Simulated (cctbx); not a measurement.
**X-rays or neutrons for the lightest atoms?**

Cell a = 7.1780 Å, b = 7.1780 Å, c = 34.9780 Å, α = 90.00°, β = 90.00°, γ = 120.00°; space group R-3m (no. 166); content Co21 S48 Li27. The heavier atoms are placed; Li is still missing.

Simulated single-crystal data (cctbx): synchrotron X-rays, λ = 0.4959 Å, to d = 0.7 Å, 95 % of the full sphere, strongest reflection 5000 counts, noise from counting, a 6 % proportional error and a noise floor of 8 counts (s.d.); no absorption.

Refinement without Li (map in e/Å³):

```text
Rint 0.190, 649 unique reflections to 0.70 A
cycle     R1     wR2    GooF  max shift (A)
   1  0.1553  0.2678   2.298   0.03952
   2  0.0828  0.1454   1.248   0.00012
final R1 0.0828 wR2 0.1454 GooF 1.248  parameters 13  data/parameter 49.9
atom        x        y        z      Ueq    occ   su(xyz)  su(Uiso or U11)
Co1    0.83333  0.66667  0.16667   0.0254  1.000  0.00000  0.0008
Co2    0.50000  0.50000  0.00000   0.0288  1.000  0.00000  0.0008
Co3    0.33333  0.66667  0.16667   0.0291  1.000  0.00000  0.0016
S1     0.30724  0.15362  0.29712   0.0321  1.000  0.00070  0.0010
S2     0.00000  0.00000  0.12532   0.0232  1.000  0.00019  0.0015
S3     0.50407  0.49593  0.12784   0.0304  1.000  0.00041  0.0010
S4     0.33333  0.66667  0.29753   0.0352  1.000  0.00023  0.0020
difference map: max 6.30 min -3.06 rms 0.59
Q1    0.0000  0.0000  0.0000    3    6.30  2.57 A from S1
Q2    0.9868  0.4934  0.2523   18    4.25  2.52 A from S2
Q3    0.0000  0.0000  0.2542    6    3.95  2.43 A from S1
Q4    0.0033  0.5017  0.1104   18    3.55  0.61 A from S3
Q5    0.0000  0.0000  0.0582    6    3.12  2.35 A from S2
Q6    0.0000  0.0000  0.5000    3    2.88  0.00 A from Co3
Q7    0.0000  0.0000  0.1922    6    2.84  2.07 A from S3
Q8    0.0000  0.0000  0.4705    6    2.71  1.03 A from Co3
```

The data are simulated with cctbx, not measured: neutrons of λ = 1.17 Å, to d = 0.8 Å, 95 % of the full sphere, strongest reflection 5000 counts, noise from counting, a 6 % proportional error and a noise floor of 8 counts (s.d.); no absorption.

Refinement without Li (map in fm/Å³; only maxima are listed):

```text
Rint 0.074, 447 unique reflections to 0.80 A
cycle     R1     wR2    GooF  max shift (A)
   1  0.3950  0.6506  11.384   0.05770
   8  0.3003  0.5285   9.247   0.00022
final R1 0.3004 wR2 0.5285 GooF 9.247  parameters 13  data/parameter 34.4
atom        x        y        z      Ueq    occ   su(xyz)  su(Uiso or U11)
Co1    0.83333  0.66667  0.16667   0.0081  1.000  0.00000  0.0019
Co2    0.50000  0.50000  0.00000   0.0226  1.000  0.00000  0.0023
Co3    0.33333  0.66667  0.16667   0.0277  1.000  0.00000  0.0044
S1     0.29360  0.14680  0.29885   0.0564  1.000  0.00179  0.0034
S2     0.00000  0.00000  0.12582   0.0795  1.000  0.00090  0.0070
S3     0.50380  0.49620  0.12971   0.0559  1.000  0.00090  0.0031
S4     0.33333  0.66667  0.29823   0.0424  1.000  0.00046  0.0038
difference map: max 1.06 min -3.51 rms 0.38
Q1    0.0000  0.0000  0.3600    6    1.07  0.29 A from S4
Q2    0.9975  0.4554  0.3628   36    1.02  0.44 A from S1
Q3    0.0438  0.5219  0.1323   18    0.96  0.33 A from S3
Q4    0.0818  0.5409  0.1126   18    0.89  0.82 A from S3
Q5    0.0857  0.1715  0.5894   18    0.88  1.82 A from S4
Q6    0.0000  0.0000  0.3278    6    0.88  1.42 A from S4
Q7    0.0367  0.0734  0.1837   18    0.85  1.72 A from S3
Q8    0.0216  0.1965  0.0781   36    0.85  2.11 A from S1
```

**Question.** Where is Li, and which data fix it better?

Li sits at (0, 0, 0), (0, 0, 0.2535) and (0.6845, 0.8423, 0.0832). Adding it takes R1 from 0.083 to 0.057 with X-rays and from 0.300 to 0.023 with neutrons. Its largest coordinate s.u. is 0.00444 with X-rays and 0.00020 with neutrons, so neutrons fix it better in these data. In the X-ray map Q1, Q2 and Q3 mark it. No listed neutron peak is on it. Natural Li has a negative scattering length, so it shows as a hole in the neutron map (minimum -3.5), not among the maxima.

Final neutron refinement:

```text
Rint 0.074, 447 unique reflections to 0.80 A
cycle     R1     wR2    GooF  max shift (A)
   1  0.1713  0.3770   6.642   0.03252
   2  0.0232  0.0521   0.918   0.00000
final R1 0.0232 wR2 0.0521 GooF 0.918  parameters 19  data/parameter 23.5
atom        x        y        z      Ueq    occ   su(xyz)  su(Uiso or U11)
Co1    0.83333  0.66667  0.16667   0.0247  1.000  0.00000  0.0002
Co2    0.50000  0.50000  0.00000   0.0296  1.000  0.00000  0.0002
Co3    0.33333  0.66667  0.16667   0.0293  1.000  0.00000  0.0004
S1     0.30621  0.15310  0.29723   0.0375  1.000  0.00013  0.0002
S2     0.00000  0.00000  0.12567   0.0311  1.000  0.00003  0.0003
S3     0.50406  0.49594  0.12801   0.0360  1.000  0.00006  0.0002
S4     0.33333  0.66667  0.29739   0.0364  1.000  0.00004  0.0003
Li1    0.00000  0.00000  0.00000   0.0493  1.000  0.00000  0.0008
Li2    0.00000  0.00000  0.25353   0.0411  1.000  0.00006  0.0005
Li3    0.68439  0.84220  0.08320   0.0414  1.000  0.00020  0.0003
difference map: max 0.14 min -0.16 rms 0.04
Q1    0.0862  0.1723  0.0962   18    0.14  1.00 A from Li3
Q2    0.0531  0.1062  0.6787   18    0.14  1.50 A from S1
Q3    0.0000  0.0000  0.4257    6    0.13  1.97 A from S4
Q4    0.0325  0.4478  0.6611   36    0.13  1.23 A from S1
Q5    0.0613  0.1226  0.9493   18    0.13  1.56 A from S1
Q6    0.0000  0.0000  0.3950    6    0.13  0.90 A from S4
```

This is a model crystal, built by substitution and not relaxed, with assumed displacement parameters.

[Middle refinement cycles are left out of these outputs.]

[Logs are printed without paths, hosts, clocks, repeated set-up lines and the standing remarks that a program may print on its own settings, such as how far it seeks lower states.]
